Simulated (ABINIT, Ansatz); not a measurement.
# AgC (Fm-3m): zone-centre phonons, part 2 of 2

Wanted: the vibrations of AgC (Fm-3m) at Γ, by two programs.

ABINIT 10.8.3; DFT LDA, scalar-relativistic, plane waves, JTH PAW pseudopotentials.

So far. Step 2 (Relaxation): The volume changes by +0.6 % from the cell with which this run began. Step 4 (Linear response at Γ): The acoustic modes at Γ come out as far as 6.0 cm⁻¹ from zero, where they should vanish, a small numerical error. The relaxed cell has a = 4.531 Å (conventional setting).

The structure was built from a prototype and need not be the compound's stable phase.

## 5. Zone-centre analysis

anaddb reads the merged derivatives and imposes the acoustic sum rule.

Input file anaddb.abi:

```
ddb_filepath "gamma_DDB"
output_file "anaddb.abo"
outdata_prefix "anaddb"
asr 1
chneut 1
enunit 2
eivec 1
nph1l 1
qph1l 0.0 0.0 0.0 1.0
```

Input file mrgddb.in:

```
gamma_DDB
merged
1
dfpt_gammao_DDB
```

On the command line:

```console
mrgddb < mrgddb.in > mrgddb.log
OMP_NUM_THREADS=1 anaddb anaddb.abi > anaddb.log
```

Numbers of over 12 decimals in the logs are rounded to 6 here.

anaddb.abo, the main output file:

```text
-outvars_anaddb: echo values of input variables ----------------------

 Miscellaneous information :
      enunit         2
       eivec         1
         asr         1
 First list of wavevector (reduced coord.) :
       nph1l         1
       qph1l
                     0.00000000E+00  0.00000000E+00  0.00000000E+00    1.000E+00

================================================================================

 read the DDB information and perform some checks

  ==== Info on the Cryst% object ====
 Real(R)+Recip(G) space primitive vectors, cartesian coordinates (Bohr,Bohr^-1):
 R(1)= -4.2812417  0.0000000  4.2812417  G(1)= -0.1167885 -0.1167885  0.1167885
 R(2)=  0.0000000  4.2812417  4.2812417  G(2)=  0.1167885  0.1167885  0.1167885
 R(3)= -4.2812417  4.2812417  0.0000000  G(3)= -0.1167885  0.1167885 -0.1167885
 Unit cell volume ucvol=  1.5694202E+02 bohr^3
 Angles (23,13,12)=  6.00000000E+01  6.00000000E+01  6.00000000E+01 degrees
 Time-reversal symmetry is present
 Reduced atomic positions [iatom, xred, symbol]:
    1)    0.0000000  0.0000000  0.0000000  Ag
    2)    0.5000000  0.5000000  0.5000000   C

 DDB file with 1 blocks has been read.

================================================================================

 Treat the first list of vectors

  Phonon wavevector (reduced coordinates) :  0.00000  0.00000  0.00000
 Phonon energies in Hartree :
   0.000000E+00  0.000000E+00  0.000000E+00  1.126968E-03  1.126968E-03
   1.126968E-03
 Phonon energies in meV     :
-  0.000000E+00  0.000000E+00  0.000000E+00  3.066635E+01  3.066635E+01
-  3.066635E+01
 Phonon frequencies in cm-1    :
-  0.000000E+00  0.000000E+00  0.000000E+00  2.473408E+02  2.473408E+02
-  2.473408E+02
 Phonon frequencies in Thz     :
-  0.000000E+00  0.000000E+00  0.000000E+00  7.415090E+00  7.415090E+00
-  7.415090E+00
 Phonon energies in Kelvin  :
-  0.000000E+00  0.000000E+00  0.000000E+00  3.558682E+02  3.558682E+02
-  3.558682E+02

 Eigendisplacements
 (will be given, for each mode : in cartesian coordinates
   for each atom the real part of the displacement vector,
   then the imaginary part of the displacement vector - absolute values smaller than 1.0d-7 are set to zero)
  Mode number    1   Energy    0.000000E+00
 Attention : low frequency mode.
   (Could be unstable or acoustic mode)
-  1  0.00000000E+00  0.00000000E+00  2.13918256E-03
-     0.00000000E+00  0.00000000E+00  0.00000000E+00
-  2  0.00000000E+00  0.00000000E+00  2.13919151E-03
-     0.00000000E+00  0.00000000E+00  0.00000000E+00
  Mode number    2   Energy    0.000000E+00
 Attention : low frequency mode.
   (Could be unstable or acoustic mode)
-  1  0.00000000E+00  2.13918256E-03  0.00000000E+00
-     0.00000000E+00  0.00000000E+00  0.00000000E+00
-  2  0.00000000E+00  2.13919151E-03  0.00000000E+00
-     0.00000000E+00  0.00000000E+00  0.00000000E+00
  Mode number    3   Energy    0.000000E+00
 Attention : low frequency mode.
   (Could be unstable or acoustic mode)
-  1  2.13918256E-03  0.00000000E+00  0.00000000E+00
-     0.00000000E+00  0.00000000E+00  0.00000000E+00
-  2  2.13919151E-03  0.00000000E+00  0.00000000E+00
-     0.00000000E+00  0.00000000E+00  0.00000000E+00
  Mode number    4   Energy    1.126968E-03
-  1  0.00000000E+00  0.00000000E+00 -7.13826278E-04
-     0.00000000E+00  0.00000000E+00  0.00000000E+00
-  2  0.00000000E+00  6.73796661E-07  6.41069299E-03
-     0.00000000E+00  0.00000000E+00  0.00000000E+00
  Mode number    5   Energy    1.126968E-03
-  1  0.00000000E+00  7.13826277E-04  0.00000000E+00
-     0.00000000E+00  0.00000000E+00  0.00000000E+00
-  2 -1.09313700E-07 -6.41069299E-03  6.73795662E-07
-     0.00000000E+00  0.00000000E+00  0.00000000E+00
  Mode number    6   Energy    1.126968E-03
-  1  7.13826281E-04  0.00000000E+00  0.00000000E+00
-     0.00000000E+00  0.00000000E+00  0.00000000E+00
-  2 -6.41069303E-03  1.09307539E-07  0.00000000E+00
-     0.00000000E+00  0.00000000E+00  0.00000000E+00

 Analysis of degeneracies and characters (maximum tolerance=1.00E-06 a.u.)
 For each vibration mode, or group of modes if degenerate,
 the characters are given for each symmetry operation (see the list in the log file).
 Symmetry characters of vibration mode #   1
       degenerate with vibration modes #   2 to    3
  3.0 -3.0 -1.0  1.0 -1.0  1.0 -1.0  1.0  1.0 -1.0 -1.0  1.0  1.0 -1.0 -1.0  1.0
  0.0 -0.0  0.0 -0.0 -0.0  0.0  0.0 -0.0  1.0 -1.0 -1.0  1.0 -1.0  1.0  1.0 -1.0
 -0.0  0.0 -0.0  0.0  0.0 -0.0  0.0 -0.0  1.0 -1.0  1.0 -1.0 -1.0  1.0 -1.0  1.0
 Symmetry characters of vibration mode #   4
       degenerate with vibration modes #   5 to    6
  3.0 -3.0 -1.0  1.0 -1.0  1.0 -1.0  1.0  1.0 -1.0 -1.0  1.0  1.0 -1.0 -1.0  1.0
 -0.0  0.0  0.0 -0.0 -0.0  0.0  0.0 -0.0  1.0 -1.0 -1.0  1.0 -1.0  1.0  1.0 -1.0
 -0.0  0.0 -0.0  0.0  0.0 -0.0  0.0 -0.0  1.0 -1.0  1.0 -1.0 -1.0  1.0 -1.0  1.0
-
```

Run time: 0.5 s. Hardware: 1 thread of Arm Neoverse V1, shared host.

This step gave:

- highest optical zone-centre mode (no LO-TO term): 247.3 cm⁻¹
- lowest optical zone-centre mode: 247.3 cm⁻¹

No LO-TO term; unit eigenvectors of the mass-weighted matrix, from anaddb's displacements. The modes at Γ (shares of kinetic energy by element, %):

| mode | frequency (cm⁻¹) | symmetry | Ag % | C % |
| --- | --- | --- | --- | --- |
| 1 | 0.0 | acoustic | 90 | 10 |
| 2 | 0.0 | acoustic | 90 | 10 |
| 3 | 0.0 | acoustic | 90 | 10 |
| 4 | 247.3 | T1u | 10 | 90 |
| 5 | 247.3 | T1u | 10 | 90 |
| 6 | 247.3 | T1u | 10 | 90 |

Displacements in mode 4 (247.3 cm⁻¹), the largest set to 1:
```
Ag1  0.00  0.00 -0.11
C2   0.00  0.00  1.00
```

The rule also moves an optical mode by 0.7 cm⁻¹.

## 6. Cross-check with Ansatz

The same cell goes through another code, with its own cutoff. The potentials differ.

This step: DFT LDA, scalar-relativistic, plane waves, PAW (Ansatz 0.2.0).

Input file input.yaml:

```yaml
crystal:
  lattice:
    - [-2.265535535, 0.0, 2.265535535]
    - [0.0, 2.265535535, 2.265535535]
    - [-2.265535535, 2.265535535, 0.0]
  atoms:
    - { symbol: Ag, position: [0.0, 0.0, 0.0] }
    - { symbol: C, position: [0.5, 0.5, 0.5] }
kpoints:
  mp_grid: { grid: [12, 12, 12] }
hamiltonian:
  xc: lda
scf:
  occupations: { method: fermi_dirac, width: 0.27211 }
output:
  eigenvalues: true
phonons:
  method: dfpt
```

On the command line:

```console
ansatz run input.yaml --threads 4 --pin off --max-ram 8192MiB --backend cpu --events-out ev --progress --plain --runs-dir out
```

Output:

```text
band count auto-derived: 17 (N_el = 23.0; filled up to band 12; 16 by the electrons, moments and atoms)
Engine: ansatz 0.2.0, aarch64-unknown-linux-gnu
Pseudopotentials: kind: paw
Pseudopotential: Ag, paw, valence charge 19, recommended cutoff 420 eV (normal), Ag.paw.azcp
Pseudopotential: C, paw, valence charge 4, recommended cutoff 420 eV (normal), C.paw.azcp
Functional definition: SPW92
  exchange = slater_x
  correlation = pw_c
Crystal: 2 atoms, lattice volume = 23.256 Å³
Basis set: ecut = 420 eV, 459 PW (Γ), exchange–correlation on 48×48×48 points (8 copies of the dense FFT grid, shifted against one another)
Bands: 17, of which v1, the nominal top of the filled ones, is band 12 counted from 1 (11 counted from 0)
Symmetry: 48 space group operations
k-points: 163 of 1728 (irreducible under 8 space group operations, time reversal used)
Non-local potential: Ag, projectors of the file, l = 0: 3, l = 1: 2, l = 2: 2, l = 3: 1
Non-local potential: C, projectors of the file, l = 0: 2, l = 1: 2, l = 2: 1
PAW form: soft (Blöchl's): semilocal exchange-correlation on the pseudo side does not see the compensation charge
PAW frozen core: Ag, regenerated for the run's functional, and the local potential with it (the file was generated under x = pbe(κ = 0.804, μ = 0.219515), c = pbe(β = 0.066725))
PAW frozen core: C, regenerated for the run's functional, and the local potential with it (the file was generated under x = pbe(κ = 0.804, μ = 0.219515), c = pbe(β = 0.066725))
PAW one-centre angular grid: Ag, 590 points (default); XC on 64 Gauss nodes
PAW one-centre angular grid: C, 110 points (default); XC on 64 Gauss nodes
Initial density: superposition of atomic densities (neutral atoms: chi_scale 0, normalization atom), corrected by the library's trained network
Initial wavefunctions: pseudopotential atomic-orbital guess
Functional: x = slater, c = lda
SCF iter   1: F=—  HF=-7696.909858 eV  |F-HF|=—  |Δ(HF+E_count)|=         —  Δρ=1.28e-2  dr2=3.24e-2  ethr=1.77e-3  ⟨swp⟩=4.6  Hψ=11650  notcnv=0
preconditioner: auto → none  [metal: Δε(μ)=0.045 eV  Ē_g=13.931 eV  σ=0.272 eV  W_gap=0.04  n_scr=8 (ndim 8)  ℏωp=29.8 eV  f_vac=0.000  D(μ)=1.09/eV (n_scr^D=14)  sad-step TF]
SCF iter   2: F=—  HF=-7696.904434 eV  |F-HF|=—  |Δ(HF+E_count)|=   5.42e-3  Δρ=6.36e-3  dr2=8.45e-3  ethr=1.41e-4  ⟨swp⟩=1.0  Hψ=4075  notcnv=0
SCF iter   3: F=—  HF=-7696.902514 eV  |F-HF|=—  |Δ(HF+E_count)|=   1.92e-3  Δρ=7.76e-4  dr2=1.33e-4  ethr=3.68e-5  ⟨swp⟩=2.2  Hψ=3745  notcnv=0
SCF iter   4: F=—  HF=-7696.902482 eV  |F-HF|=—  |Δ(HF+E_count)|=   3.19e-5  Δρ=7.81e-5  dr2=6.62e-7  ethr=5.77e-7  ⟨swp⟩=2.2  Hψ=3907  notcnv=0
SCF iter   5: F=—  HF=-7696.902476 eV  |F-HF|=—  |Δ(HF+E_count)|=   6.56e-6  Δρ=3.81e-6  dr2=2.03e-9  ethr=2.88e-9  ⟨swp⟩=2.7  Hψ=4925  notcnv=0
SCF iter   6: F=-7696.902476 eV  HF=-7696.902476 eV  |F-HF|=5.46e-12  |Δ(HF+E_count)|=  1.38e-10  Δρ=1.82e-7  dr2=5.15e-12  ethr=1.00e-12  ⟨swp⟩=4.1  Hψ=13358  notcnv=0
SCF 1 converged in 6 iterations: F = -7696.902476 eV  dr2 = 5.15e-12
  greatest PAW one-centre occupation: 1.003 electrons in one spin orbital (limit 2), on the Ag atom at site 0 (counted from 0), in its partial waves of l = 0
DFPT response loops at Γ: preconditioner auto → Kerker (q_TF=auto, 2.723 Å⁻¹) (partly filled bands, converged f_vac=0.000); β = 1.00, the filter's whole step (`scf.mixing.beta` (0.50) is not read by the response loops under this deck's `scf.mixing.preconditioner`; to damp them name `kerker` or `kerker_dos`, under which they read `scf.mixing.beta`, and type it under 1.00, their step now; both keys bind the ground state too); Broyden in place of MSR1
SCF converged after 6 iterations
Free energy (F): -7696.902476 eV
Harris-Foulkes:  -7696.902476 eV  (|F-HF|=5.46e-12)
Internal energy: -7696.639929 eV  (E = F + TS)
E sigma→0 (E₀):  -7696.771203 eV
Entropy (-TS):   -0.262547 eV (-131.273 meV/atom)
Fermi energy:    15.672254 eV
--- Per-component energies (eV) ---
  E_band       = -241.675087
  E_kinetic    = 608.387058
  E_local      = -2385.732136  (includes V_loc(G=0)·N_el)
  E_nonlocal   = 113.500416
  E_hartree    = 1064.838289
  E_xc         = -230.408403
  E_vxc        = -292.620017  (∫ρ·V_xc dr)
  E_paw        = -3858.257246  (= ΣΔE_a)
  E_vpaw       = -414.887380  (= ΣTr[D̂ρ^β])
  E_aug_tail   = 0.000273  (compensation charges beyond the density's cutoff)
  E_ewald      = -3009.755821
  E_core_change = 0.787640  (= ΣΔE_core)
  E_smearing   = -0.262547  (= −TS)
  E_closure    = 0.000000  (closes the sum)
  Σ components = -7696.902476   (vs F -7696.902476, Δ=0.00e0)
--- Band table (eV; the first three rows and the last of 163) ---
  k-point 0: bands = [... 8 lower, 10.6120, 10.6120, 16.1595, 16.1595, 16.1595, 22.2636, 29.0475, 32.8125, ... 1 higher]
  k-point 1: bands = [... 8 lower, 10.5248, 10.5248, 15.8343, 16.3779, 16.3779, 22.5989, 28.7236, 32.4733, ... 1 higher]
  k-point 2: bands = [... 8 lower, 10.6041, 10.6041, 15.0956, 16.9397, 16.9397, 23.3044, 27.7786, 31.3608, ... 1 higher]
  k-point 162: bands = [... 8 lower, 11.6392, 11.6392, 14.1695, 14.2813, 14.2813, 21.1453, 27.2022, 28.1776, ... 1 higher]
--- Phonons (Γ-DFPT): 2 representative perturbations + reference, on 163 of 1728 k-points (Σ response iterations 7) ---
  k mesh reduced under 8 symmetry operations, with k and −k counted as one. Each operation leaves every solved perturbation unchanged. A smaller set is not used because it would not reduce the number of displacements times k-points to solve
  ASR residual: 8.641e-4 → 0.000e0 eV/Å²; symmetrization residual: 7.231e-7 eV/Å²
  ASR residual per site (eV/Å²): 8.31e-4 8.64e-4
  Γ frequencies (cm⁻¹): 0.00 0.00 0.00 243.63 243.63 243.63
  non-analytic LO–TO correction: not included (Born effective charges unavailable; polar crystals: no LO–TO splitting at Γ)
```

Wall time 5.4 s (4 threads); peak memory 0.43 GiB; 19 s of CPU time.

Numbers from this step:

```yaml
sum_rule_residual_before_enforcement: 8.64e-4 eV/Å²
highest_optical_zone_centre_mode_no_lo_to_term: 243.6 cm⁻¹
lowest_optical_zone_centre_mode: 243.6 cm⁻¹
```

## 7. The two compared: ABINIT JTH and Ansatz, PAW

Numbers from this step:

```
root-mean-square difference : 3.7 cm⁻¹
largest difference          : 3.7 cm⁻¹
```

Optical modes, paired by symmetry label. Frequencies side by side, by row:

| q (reciprocal lattice) | mode | ABINIT JTH (cm⁻¹) | Ansatz, PAW (cm⁻¹) |
| --- | --- | --- | --- |
| 0 0 0 | 4 | 247.3 | 243.6 |
| 0 0 0 | 5 | 247.3 | 243.6 |
| 0 0 0 | 6 | 247.3 | 243.6 |

At the zone centre the largest difference (acoustic modes at Γ apart) is 1 % of the highest mode.

## 8. Results

```
space group after relaxation                                           : Fm-3m
volume per atom                                                        : 11.6 Å³
highest optical zone-centre mode (no LO-TO term)                       : 247.3 cm⁻¹
imaginary optical modes at the zone centre (no q mesh in this session) : none
largest difference from Ansatz, PAW                                    : 3.7 cm⁻¹
```

**Reading.** At the LDA level the optical modes of AgC (Fm-3m) at the zone centre lie at 247 cm⁻¹. ABINIT JTH and Ansatz, PAW differ by 3.7 cm⁻¹ in the root mean square and by 3.7 cm⁻¹ at most, 1.5 % of the highest mode compared (acoustic modes at Γ left out); the two use different potentials, and the cell was not relaxed for the second set. These are harmonic frequencies: anharmonic shifts and widths and the lattice's thermal expansion are left out. The Fermi-Dirac smearing of 0.01 Ha is an electronic temperature of 3158 K, which adds a pressure of its own and can shift the volume and soft modes. In a metal the frequencies hang on the k mesh and the smearing, most of all near Kohn anomalies. The runs are without spin polarisation, although the cell has an odd electron count or an open d or f shell, so a magnetic state was not tested. The structure is a hypothetical one, built on a prototype.

[Host names and launcher messages were left out of these logs when they were recorded.]

[Logs are printed without paths, hosts, clocks, repeated set-up lines and the standing remarks that a program may print on its own settings, such as how far it seeks lower states.]

[Hosts, paths, dates, database ids (printed as entryN), source tags and the programs' standing remarks are cut or masked in the printed files.]
